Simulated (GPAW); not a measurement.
Entries from a set of simulations; values are calculated unless marked as measured.

## Quasiparticle gap of SiO2 (Quartz) in GPAW

It takes space group P3_121 (No. 152, trigonal). The conventional cell has a = 4.916 Å, b = 4.916 Å, c = 5.409 Å, α = 90.00°, β = 90.00°, γ = 120.00°. Si has 4 O at 1.61 Å nearest. Nearest to O lie 2 Si at 1.61 Å. Farther neighbours and most contacts between anions are not listed.

```xyz
9
Lattice="4.9158 0.0000 0.0000 -2.4579 4.2572 0.0000 0.0000 0.0000 5.4091" Properties=species:S:1:pos:R:3 pbc="T T T"
Si    2.6068    0.0000    1.8030
Si   -1.3034    2.2576    3.6061
Si    1.1545    1.9996    0.0000
O    -0.2994    1.7633    4.7654
O     1.0805    3.1163    1.1594
O    -0.7811    3.6348    2.9624
O     1.6768    0.6224    0.6437
O     2.1585    2.4939    4.2497
O     3.5384    1.1409    2.4467
```

- method: DFT, PBE, plane waves, PAW (and 1 further level or step)
- program: GPAW 26.7.0
- settings of one run: cutoff 600 eV, GPAW PAW setups 1.2.1 data release, 3×3×4 k-mesh, nbands 267
- cost: 4 runs, 9.7 min in all on 4 MPI ranks of Intel Xeon Platinum 8375C at 2.90GHz (Ice Lake), shared host (the runs of this entry)
- notes: The cell and positions come from the Crystallography Open Database and are kept as given unless a step says otherwise. Bands and cutoff are finite, so the gap is not at the basis limit. The miss can reach some tenths of an eV and take either sign; the mesh is an error of its own. The 3×3×4 mesh is coarse for this cell, which bears on the long-range parts of exchange and screening.
- PBE gap: 6.03 eV, indirect
- G0W0 gap on the mesh: 8.71 eV
- GW settings: 3×3×4 mesh, 119 bands, screening to 60 eV, Godby-Needs plasmon pole
- known limits: not at the basis limit; coarse k mesh

G0W0 moves the gap on the mesh from 6.03 eV to 8.71 eV (+2.68 eV), with Z of 0.83 and 0.88 at the edges. Only 2 of the mesh's irreducible points were corrected, so a valley elsewhere could overtake.

[Paths, hosts, dates, memory and timing lines, banners, echoed tables and standing remarks are left out of the program output.]

[Logs are printed without paths, hosts, clocks, repeated set-up lines and the standing remarks that a program may print on its own settings, such as how far it seeks lower states.]

[Runs of the session that timed out or met a known fault of the program may be left out.]

[Hosts, paths, dates, database ids (printed as entryN), source tags and the programs' standing remarks are cut or masked in the printed files.]
